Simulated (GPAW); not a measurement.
# A Zr chain with one N atom in line: transmission at several levels

Wanted: the zero-bias transmission of a Zr chain with one N atom in line on a ladder of levels, with run times.

Calculated with GPAW 26.7.0; GPAW LCAO, PAW setups; Landauer transmission from Green's functions with principal layers (ASE), zero bias.

Most raw output is cut from this account.

## Step 1: The structure

The cell holds 13 atoms: 12 Zr and 1 N. Cell: a = 9.000 Å, b = 9.000 Å, c = 32.212 Å, α = 90.0°, β = 90.0°, γ = 90.0°. Regions: left lead, 6 atoms (6 Zr); channel, 1 atom (1 N); right lead, 6 atoms (6 Zr). Vacuum lies along a and b. The structure is stacked along c, and the current runs across the ab planes.

## Step 2: GPAW, dzp

The script solves lead and junction separately, takes H and S in the orbital basis, and joins semi-infinite leads through their self-energies; the dzp basis is the working standard.

Input file run.py:

```python
import json
import numpy as np
from ase import Atoms
from ase.transport.calculators import TransportCalculator
from gpaw import GPAW, FermiDirac
from gpaw.lcao.tools import get_lcao_hamiltonian
from scipy.linalg import eigh

# The junction with lead layers at both ends, along the third cell vector
device = Atoms(
    ['Zr', 'Zr', 'Zr', 'Zr', 'Zr', 'Zr', 'N', 'Zr', 'Zr', 'Zr', 'Zr', 'Zr', 'Zr'],
    positions=[
        [4.50000, 4.50000, 1.30000],
        [4.50000, 4.50000, 3.90000],
        [4.50000, 4.50000, 6.50000],
        [4.50000, 4.50000, 9.10000],
        [4.50000, 4.50000, 11.70000],
        [4.50000, 4.50000, 14.30000],
        [4.50000, 4.50000, 16.10610],
        [4.50000, 4.50000, 17.91220],
        [4.50000, 4.50000, 20.51220],
        [4.50000, 4.50000, 23.11220],
        [4.50000, 4.50000, 25.71220],
        [4.50000, 4.50000, 28.31220],
        [4.50000, 4.50000, 30.91220]],
    cell=[[9.0, 0.0, 0.0], [0.0, 9.0, 0.0], [0.0, 0.0, 32.2122]],
    pbc=True)

# One principal layer of the lead: the first 4 atoms of the device
lead = Atoms(
    ['Zr', 'Zr', 'Zr', 'Zr'],
    positions=[
        [4.50000, 4.50000, 1.30000],
        [4.50000, 4.50000, 3.90000],
        [4.50000, 4.50000, 6.50000],
        [4.50000, 4.50000, 9.10000]],
    cell=[[9.0, 0.0, 0.0], [0.0, 9.0, 0.0], [0.0, 0.0, 10.4]],
    pbc=True)

settings = dict(mode='lcao', basis='dzp', xc='PBE', h=0.18,
                occupations=FermiDirac(0.1), maxiter=250,
                mixer=dict(beta=0.1, nmaxold=8, weight=100.0),
                convergence=dict(density=0.0001))
energies = np.arange(-3, 3 + 1e-9, 0.075)
eta = 0.0001
n1, n2 = 1, 1
# k and -k transmit alike, so half of the mesh across the current serves
mesh = [(i, j) for i in range(n1) for j in range(n2) if (i, j) <= (-i % n1, -j % n2)]
weights = np.array([1 if (i, j) == (-i % n1, -j % n2) else 2 for i, j in mesh]) / (n1 * n2)

# [... helper functions left out ...]
fermi_lead = ground_state(lead, (1, 1, 11), 'lead.txt')
fermi_device = ground_state(device, (1, 1, 3), 'device.txt')
# [... loop over the mesh left out, but for ...]
        # Shift the lead onto the potential of the device's first layer
        shift = ((H[:, 0, 0] - H0[:, 0, 0]) / S0[0, 0]).real.mean()
# [...]
kT = 8.617333e-5 * 300
bias = [0.1, 0.2, 0.5, 1.0, 1.5, 2.0]
# [... integrals and printing left out ...]
```

The run is started by

```sh
> OMP_NUM_THREADS=1 OPENBLAS_NUM_THREADS=1 python run.py
```

It took 2.9 min on 1 thread of Arm Neoverse V2, shared host; peak memory 1.9 GiB.

Numbers from this step:

```
conductance                                    : 2.223 G₀
largest coupling past the next principal layer : 1.05e-5 eV
largest misfit of the first principal layer    : 0.08278 eV
shift that aligns the lead                     : 0.01494 eV
basis functions of the junction                : 361
basis functions of a principal layer           : 116
transmission at the Fermi level (one spin)     : 2.144
```

One spin. Table of transmission, zone mean by energy, zero at the Fermi level:

```tsv
energy (eV)	transmission, zone mean
-3.0000	4.2e-9
-2.7750	4.1e-9
-2.4750	0.0265
-2.2500	0.0673
-2.0250	0.0990
-1.7250	0.119
-1.5000	0.412
-1.2750	0.791
-0.9750	1.40
-0.7500	1.73
-0.5250	1.88
-0.2250	2.07
0.0000	2.14
0.2250	2.86
0.5250	2.52
0.7500	2.35
0.9750	1.99
1.2750	1.08
1.5000	1.05
1.7250	1.03
2.0250	1.00
2.2500	0.917
2.4750	0.548
2.7750	0.627
3.0000	0.696
```

Not self-consistent under bias; the bias window is split evenly. Current through one cell, from the zero-bias transmission against bias:

```tsv
bias (V)	current through one cell, from the zero-bias transmission (μA)
0.100	17.3
0.200	35.2
0.500	91.4
1.000	180
1.500	263
2.000	335
```

Table of transmission of the three most open eigenchannels by energy, zero at the Fermi level:

```tsv
energy (eV)	channel 1	channel 2	channel 3
-3.00	4.2e-9	2.6e-11	9.3e-12
-2.85	4.1e-9	2.6e-11	9.3e-12
-2.70	4.0e-9	2.6e-11	9.6e-12
-2.55	2.0e-8	4.6e-9	2.5e-11
-2.33	0.0562	3.5e-9	2.5e-11
-2.17	0.0782	3.3e-9	2.5e-11
-2.02	0.0990	3.1e-9	2.5e-11
-1.88	0.115	2.9e-9	2.5e-11
-1.73	0.119	2.6e-9	2.4e-11
-1.57	0.107	1.2e-8	1.2e-8
-1.35	0.264	0.264	0.0757
-1.20	0.455	0.455	0.0679
-1.05	0.559	0.559	0.105
-0.90	0.561	0.561	0.387
-0.75	0.588	0.542	0.542
-0.60	0.685	0.542	0.542
-0.38	0.743	0.581	0.581
-0.23	0.765	0.614	0.614
-0.07	0.786	0.636	0.636
0.00	0.796	0.639	0.639
0.07	0.807	0.639	0.639
0.23	0.826	0.627	0.627
0.38	0.843	0.613	0.613
0.60	0.861	0.603	0.603
0.75	0.870	0.589	0.589
0.90	0.881	0.518	0.518
1.05	0.893	0.374	0.374
1.20	0.906	0.0722	0.0568
1.35	0.920	0.0715	0.0409
1.57	0.938	0.0682	0.0179
1.73	0.947	0.0646	0.0113
1.88	0.952	0.0601	2.0e-9
2.02	0.947	0.0542	1.8e-10
2.17	0.918	0.0448	1.1e-10
2.33	0.806	0.0257	6.6e-11
2.55	0.568	1.1e-11	1.1e-11
2.70	0.606	7.0e-10	7.0e-10
2.85	0.649	2.1e-11	1.9e-11
3.00	0.696	4.1e-11	2.2e-11
```

Couplings past the next layer reach 1.1e-5 eV, small enough to drop; the matrix elements of the cell's first layer differ from the bulk lead's by up to 0.083 eV. That layer keeps its own values in the calculation, and only beyond it is the lead taken as perfect. The Fermi levels of lead and junction count from different zeros of potential, one for each periodic cell; with both set to zero, the small remaining shift is what aligns them. By hand: G = 2.223 × 77.48 μS = 172 μS, a resistance of 5.81 kΩ; at 0.1 V a linear junction would pass 17.2 μA, and the integral over the bias window gives 17.3 μA.

## Step 3: Single-zeta polarised basis

One radial function a shell plus polarisation makes the matrices smaller; the question is what that costs.

run.py, as its differences from that of step 2:

```diff
@@ -39,3 +39,3 @@
 
-settings = dict(mode='lcao', basis='dzp', xc='PBE', h=0.18,
+settings = dict(mode='lcao', basis='szp(dzp)', xc='PBE', h=0.18,
                 occupations=FermiDirac(0.1), maxiter=250,
```

Run time: 2 min. Hardware: 1 thread; peak memory 1.8 GiB.

Numbers from this step:

* conductance: 2.346 G₀
* largest misfit of the first principal layer: 0.07773 eV
* shift that aligns the lead: 0.01591 eV
* basis functions of the junction: 201
* basis functions of a principal layer: 64
* transmission at the Fermi level (one spin): 2.213

One spin. The transmission, zone mean by energy, zero at the Fermi level:

energy (eV), transmission, zone mean and a bar:
```
    -3.00       0.00 
    -2.77       0.00 
    -2.55       0.00 
    -2.40       0.04 
    -2.17       0.07 #
    -1.95       0.10 #
    -1.73       0.11 #
    -1.57       0.10 #
    -1.35       0.69 #######
    -1.12       1.22 ############
    -0.90       1.60 ################
    -0.75       1.78 ##################
    -0.53       1.94 ####################
    -0.30       2.09 #####################
    -0.07       2.19 ######################
     0.00       2.21 ######################
     0.07       2.86 #############################
     0.23       2.98 ##############################
     0.30       2.72 ###########################
     0.53       2.56 ##########################
     0.75       2.44 #########################
     0.90       2.26 #######################
     1.12       1.05 ###########
     1.35       1.03 ##########
     1.57       1.01 ##########
     1.73       1.01 ##########
     1.95       0.99 ##########
     2.17       0.94 #########
     2.40       0.48 #####
     2.55       0.53 #####
     2.77       0.60 ######
     3.00       0.68 #######
```

Not self-consistent under bias; the bias window is split evenly. The current through one cell, from the zero-bias transmission by bias:

```tsv
bias (V)	current through one cell, from the zero-bias transmission (μA)
0.100	18.4
0.200	37.5
0.500	96.2
1.000	187
1.500	272
2.000	347
```

Transmission of the three most open eigenchannels against energy, zero at the Fermi level:

```tsv
energy (eV)	channel 1	channel 2	channel 3
-3.00	2.4e-8	0	0
-2.85	2.4e-8	0	0
-2.70	2.4e-8	8.7e-12	0
-2.55	2.6e-8	2.6e-8	0
-2.33	0.0530	2.2e-8	0
-2.17	0.0720	2.2e-8	0
-2.02	0.0904	2.2e-8	0
-1.88	0.105	2.1e-8	0
-1.73	0.108	2.0e-8	1.2e-12
-1.57	0.0961	3.4e-7	3.4e-7
-1.35	0.314	0.314	0.0656
-1.20	0.517	0.517	0.0572
-1.05	0.606	0.606	0.0877
-0.90	0.602	0.602	0.356
-0.75	0.585	0.585	0.559
-0.60	0.663	0.587	0.587
-0.38	0.732	0.628	0.628
-0.23	0.760	0.660	0.660
-0.07	0.784	0.681	0.681
0.00	0.796	0.685	0.685
0.07	0.807	0.686	0.686
0.23	0.827	0.679	0.679
0.38	0.844	0.670	0.670
0.60	0.864	0.669	0.669
0.75	0.876	0.663	0.663
0.90	0.888	0.598	0.598
1.05	0.901	0.516	0.516
1.20	0.914	0.0471	0.0470
1.35	0.928	0.0392	0.0329
1.57	0.946	0.0363	0.0160
1.73	0.956	0.0339	0.00862
1.88	0.960	0.0313	1.7e-8
2.02	0.954	0.0280	1.6e-8
2.17	0.917	0.0227	1.5e-8
2.33	0.766	0.0117	1.4e-8
2.55	0.527	1.1e-8	2.5e-11
2.70	0.574	1.1e-8	2.0e-12
2.85	0.623	1.0e-8	0
3.00	0.677	9.0e-9	0
```

The conductance, 2.35 G₀, lies 5.6 % above that of the dzp run.

## Step 4: GPAW, sz: basis = "sz(dzp)"

The minimal basis is the cheapest rung: no second zeta and no polarisation.

run.py, as its differences from that of step 3:

```diff
@@ -39,3 +39,3 @@
 
-settings = dict(mode='lcao', basis='szp(dzp)', xc='PBE', h=0.18,
+settings = dict(mode='lcao', basis='sz(dzp)', xc='PBE', h=0.18,
                 occupations=FermiDirac(0.1), maxiter=250,
```

Wall time 93 s (1 thread); peak memory 1.7 GiB.

Numbers from this step:

```yaml
conductance: 2.465 G₀
largest_misfit_of_the_first_principal_layer: 0.08812 eV
shift_that_aligns_the_lead: 0.01443 eV
basis_functions_of_the_junction: 160
basis_functions_of_a_principal_layer: 52
transmission_at_the_fermi_level_one_spin: 2.210
```

The conductance, 2.47 G₀, lies 11 % above that of the dzp run.

## Step 5: revPBE in the dzp basis: xc = "revPBE"

Back in the dzp basis, the functional changes from PBE to revPBE, to set the spread between functionals beside that between bases.

run.py, as its differences from that of step 4:

```diff
@@ -39,3 +39,3 @@
 
-settings = dict(mode='lcao', basis='sz(dzp)', xc='PBE', h=0.18,
+settings = dict(mode='lcao', basis='dzp', xc='revPBE', h=0.18,
                 occupations=FermiDirac(0.1), maxiter=250,
```

Elapsed: 2.7 min, on 1 thread; peak memory 1.9 GiB.

Numbers from this step:

| Item | Value |
| --- | --- |
| conductance | 2.194 G₀ |
| largest coupling past the next principal layer | 1.14e-5 eV |
| largest misfit of the first principal layer | 0.08109 eV |
| shift that aligns the lead | 0.01444 eV |
| basis functions of the junction | 361 |
| basis functions of a principal layer | 116 |
| transmission at the Fermi level (one spin) | 2.107 |

One spin. Transmission, zone mean against energy, zero at the Fermi level:

```tsv
energy (eV)	transmission, zone mean
-3.0000	4.7e-9
-2.7750	4.5e-9
-2.4750	0.0266
-2.2500	0.0683
-2.0250	0.101
-1.7250	0.122
-1.5000	0.430
-1.2750	0.868
-0.9750	1.32
-0.7500	1.70
-0.5250	1.86
-0.2250	2.03
0.0000	2.11
0.2250	2.85
0.5250	2.51
0.7500	2.32
0.9750	1.97
1.2750	1.07
1.5000	1.04
1.7250	1.03
2.0250	1.01
2.2500	0.963
2.4750	0.543
2.7750	0.631
3.0000	0.704
```

The conductance, 2.19 G₀, lies 1.3 % below that of the dzp run.

## Step 6: All levels side by side

Times are for 1 thread of Arm Neoverse V2, shared host. The series side by side:

```tsv
no.	run	conductance (G₀)	time	memory (GiB)
1	dzp	2.223	2.9 min	1.9
2	szp	2.346	2 min	1.8
3	sz	2.465	93 s	1.7
4	dzp revPBE	2.194	2.7 min	1.9
```

## Step 7: Comparison

The curves are compared point by point over the common energies.

This step: comparison of transmission and cost over codes and levels (GPAW 26.7.0).

Ladder, by row:

```tsv
step	code	T at the Fermi level (sum over the listed spins)	conductance (G0)	r.m.s. T(E) from the first	wall time (s)	peak memory (GiB)	threads
dzp	GPAW	2.144	2.223	0	172.3	1.88	1
szp	GPAW	2.213	2.346	0.09943	119.7	1.8	1
sz	GPAW	2.21	2.465	0.1747	92.61	1.73	1
dzp-revPBE	GPAW	2.107	2.194	0.0332	162.6	1.89	1
```

Table of transmission, zone mean, sum over the listed spins by energy, zero at the Fermi level:

```tsv
energy (eV)	dzp	szp	sz	dzp-revPBE
-3.00	4.2e-9	2.4e-8	1.8e-11	4.7e-9
-2.77	4.1e-9	2.4e-8	1.3e-11	4.5e-9
-2.55	2.4e-8	5.2e-8	0.0113	3.8e-8
-2.25	0.0673	0.0626	0.0670	0.0683
-2.02	0.0990	0.0904	0.0944	0.101
-1.80	0.119	0.108	0.107	0.121
-1.57	0.107	0.0961	0.0860	0.111
-1.35	0.604	0.693	0.732	0.678
-1.05	1.22	1.30	1.34	1.22
-0.82	1.66	1.70	1.67	1.62
-0.60	1.84	1.89	1.87	1.81
-0.38	1.98	2.04	2.03	1.95
-0.15	2.10	2.17	2.16	2.06
0.00	2.14	2.21	2.21	2.11
0.15	2.81	2.94	2.92	2.79
0.23	2.86	2.98	2.97	2.85
0.38	2.55	2.61	2.55	2.54
0.60	2.49	2.53	2.49	2.47
0.82	2.27	2.37	2.33	2.23
1.05	1.84	2.09	1.03	1.82
1.35	1.07	1.03	1.01	1.06
1.57	1.04	1.01	1.000	1.04
1.80	1.02	0.993	0.986	1.02
2.02	1.00	0.982	0.965	1.01
2.25	0.917	0.886	0.837	0.963
2.55	0.568	0.527	0.510	0.565
2.77	0.627	0.598	0.585	0.631
3.00	0.696	0.677	0.669	0.704
```

## Step 8: Grid spacing 0.3, k-points along the lead 40, density threshold 0.01

The real-space grid carries density and potential; a coarse one breaks translation symmetry along the lead and scatters electrons that should pass. The lead's own mesh along the current sets its density and potential; where the lead is aligned to the junction's end layer, a rigid shift drops out. The Hamiltonian is taken from the last density. The density threshold is one of the tests that end the cycle; the energy must settle too, so a loose value may not be the test that decides.

This step: GPAW LCAO, PAW setups; Landauer transmission from Green's functions with principal layers (ASE), zero bias (GPAW 26.7.0).

run.py, as its differences from that of step 5:

```diff
@@ -39,6 +39,6 @@
 
-settings = dict(mode='lcao', basis='dzp', xc='revPBE', h=0.18,
+settings = dict(mode='lcao', basis='dzp', xc='PBE', h=0.3,
                 occupations=FermiDirac(0.1), maxiter=250,
                 mixer=dict(beta=0.1, nmaxold=8, weight=100.0),
-                convergence=dict(density=0.0001))
+                convergence=dict(density=0.01))
 energies = np.arange(-3, 3 + 1e-9, 0.075)
@@ -51,3 +51,3 @@
 # [... helper functions left out ...]
-fermi_lead = ground_state(lead, (1, 1, 11), 'lead.txt')
+fermi_lead = ground_state(lead, (1, 1, 40), 'lead.txt')
 fermi_device = ground_state(device, (1, 1, 3), 'device.txt')
```

Elapsed: 55 s, on 1 thread; peak memory 0.58 GiB.

The run finished with changed settings (h = 0.3, lead_nz = 40 and conv = 0.01); it serves as a test.

Side by side:

```tsv
quantity	this run	sound run	difference
conductance (G₀)	2.1329	2.2228	-0.0899
largest coupling past the next principal layer (eV)	1.052e-5	1.053e-5	-6.5e-9
largest misfit of the first principal layer (eV)	0.094801	0.082780	0.0120
shift that aligns the lead (eV)	-0.0026505	0.014941	-0.0176
transmission at the Fermi level (one spin)	2.1099	2.1443	-0.0343
```

## Step 9: A second varied run

A last run, with other settings again.

run.py, as its differences from that of step 8:

```diff
@@ -39,8 +39,8 @@
 
-settings = dict(mode='lcao', basis='dzp', xc='PBE', h=0.3,
-                occupations=FermiDirac(0.1), maxiter=250,
+settings = dict(mode='lcao', basis='dzp', xc='PBE', h=0.18,
+                occupations=FermiDirac(0.1), maxiter=50,
                 mixer=dict(beta=0.1, nmaxold=8, weight=100.0),
-                convergence=dict(density=0.01))
+                convergence=dict(density=0.0001))
 energies = np.arange(-3, 3 + 1e-9, 0.075)
-eta = 0.0001
+eta = 0.5
 n1, n2 = 1, 1
@@ -51,3 +51,3 @@
 # [... helper functions left out ...]
-fermi_lead = ground_state(lead, (1, 1, 40), 'lead.txt')
+fermi_lead = ground_state(lead, (1, 1, 11), 'lead.txt')
 fermi_device = ground_state(device, (1, 1, 3), 'device.txt')
```

Elapsed: 2.8 min, on 1 thread; peak memory 1.9 GiB.

The run finished. A setting was moved off its sound value on purpose, so it serves as a test and not as the result.

The fault put into the input: a broadening of tenths of an eV (eta = 0.5).

The two runs compared:

```tsv
quantity	this run	sound run	difference
conductance (G₀)	0.066169	2.2228	-2.16
transmission at the Fermi level (one spin)	0.066074	2.1443	-2.08
```

The two runs differ clearly in the conductance: 0.0662 G₀ against 2.22 G₀.

## Step 10: What came out

```
conductance                                        : 2.22 G₀
transmission at the Fermi level, mean of the spins : 2.14
```

In the dzp basis the junction conducts 2.22 G₀ at 300 K, with T = 2.14 a spin at the Fermi level; the szp basis reaches that conductance within 10 %. At the Fermi level the three most open eigenchannels pass 0.80, 0.64 and 0.64. Measured against the first run (dzp), the nearest curve is that of dzp-revPBE (r.m.s. 0.033) and the farthest that of sz (0.17). Over the compared runs wall time goes from 93 s (sz) to 172 s (dzp), on a shared host. The geometry was built from estimated bond lengths and not relaxed, so the numbers describe this model structure. The run had no spin polarisation, so a magnetic state, which chains and small molecules with open shells often have, wasn't tested. An evenly spaced straight chain is an idealisation: free chains tend to dimerise, zigzag or, where a band edge lies near the Fermi level, turn magnetic. The currents use the zero-bias T(E) throughout, which holds only while the bias is small against the distance to the nearest feature. Within about eight thermal energies of the Fermi level ln T(E) bends sharply from one computed energy to the next, or the lead's channel count changes, so the thermal averages, above all the thermopower, rest on an interpolation that may be rough.

[Logs are printed without paths, hosts, clocks, repeated set-up lines and the standing remarks that a program may print on its own settings, such as how far it seeks lower states.]

[Hosts, paths, dates, database ids (printed as entryN), source tags and the programs' standing remarks are cut or masked in the printed files.]
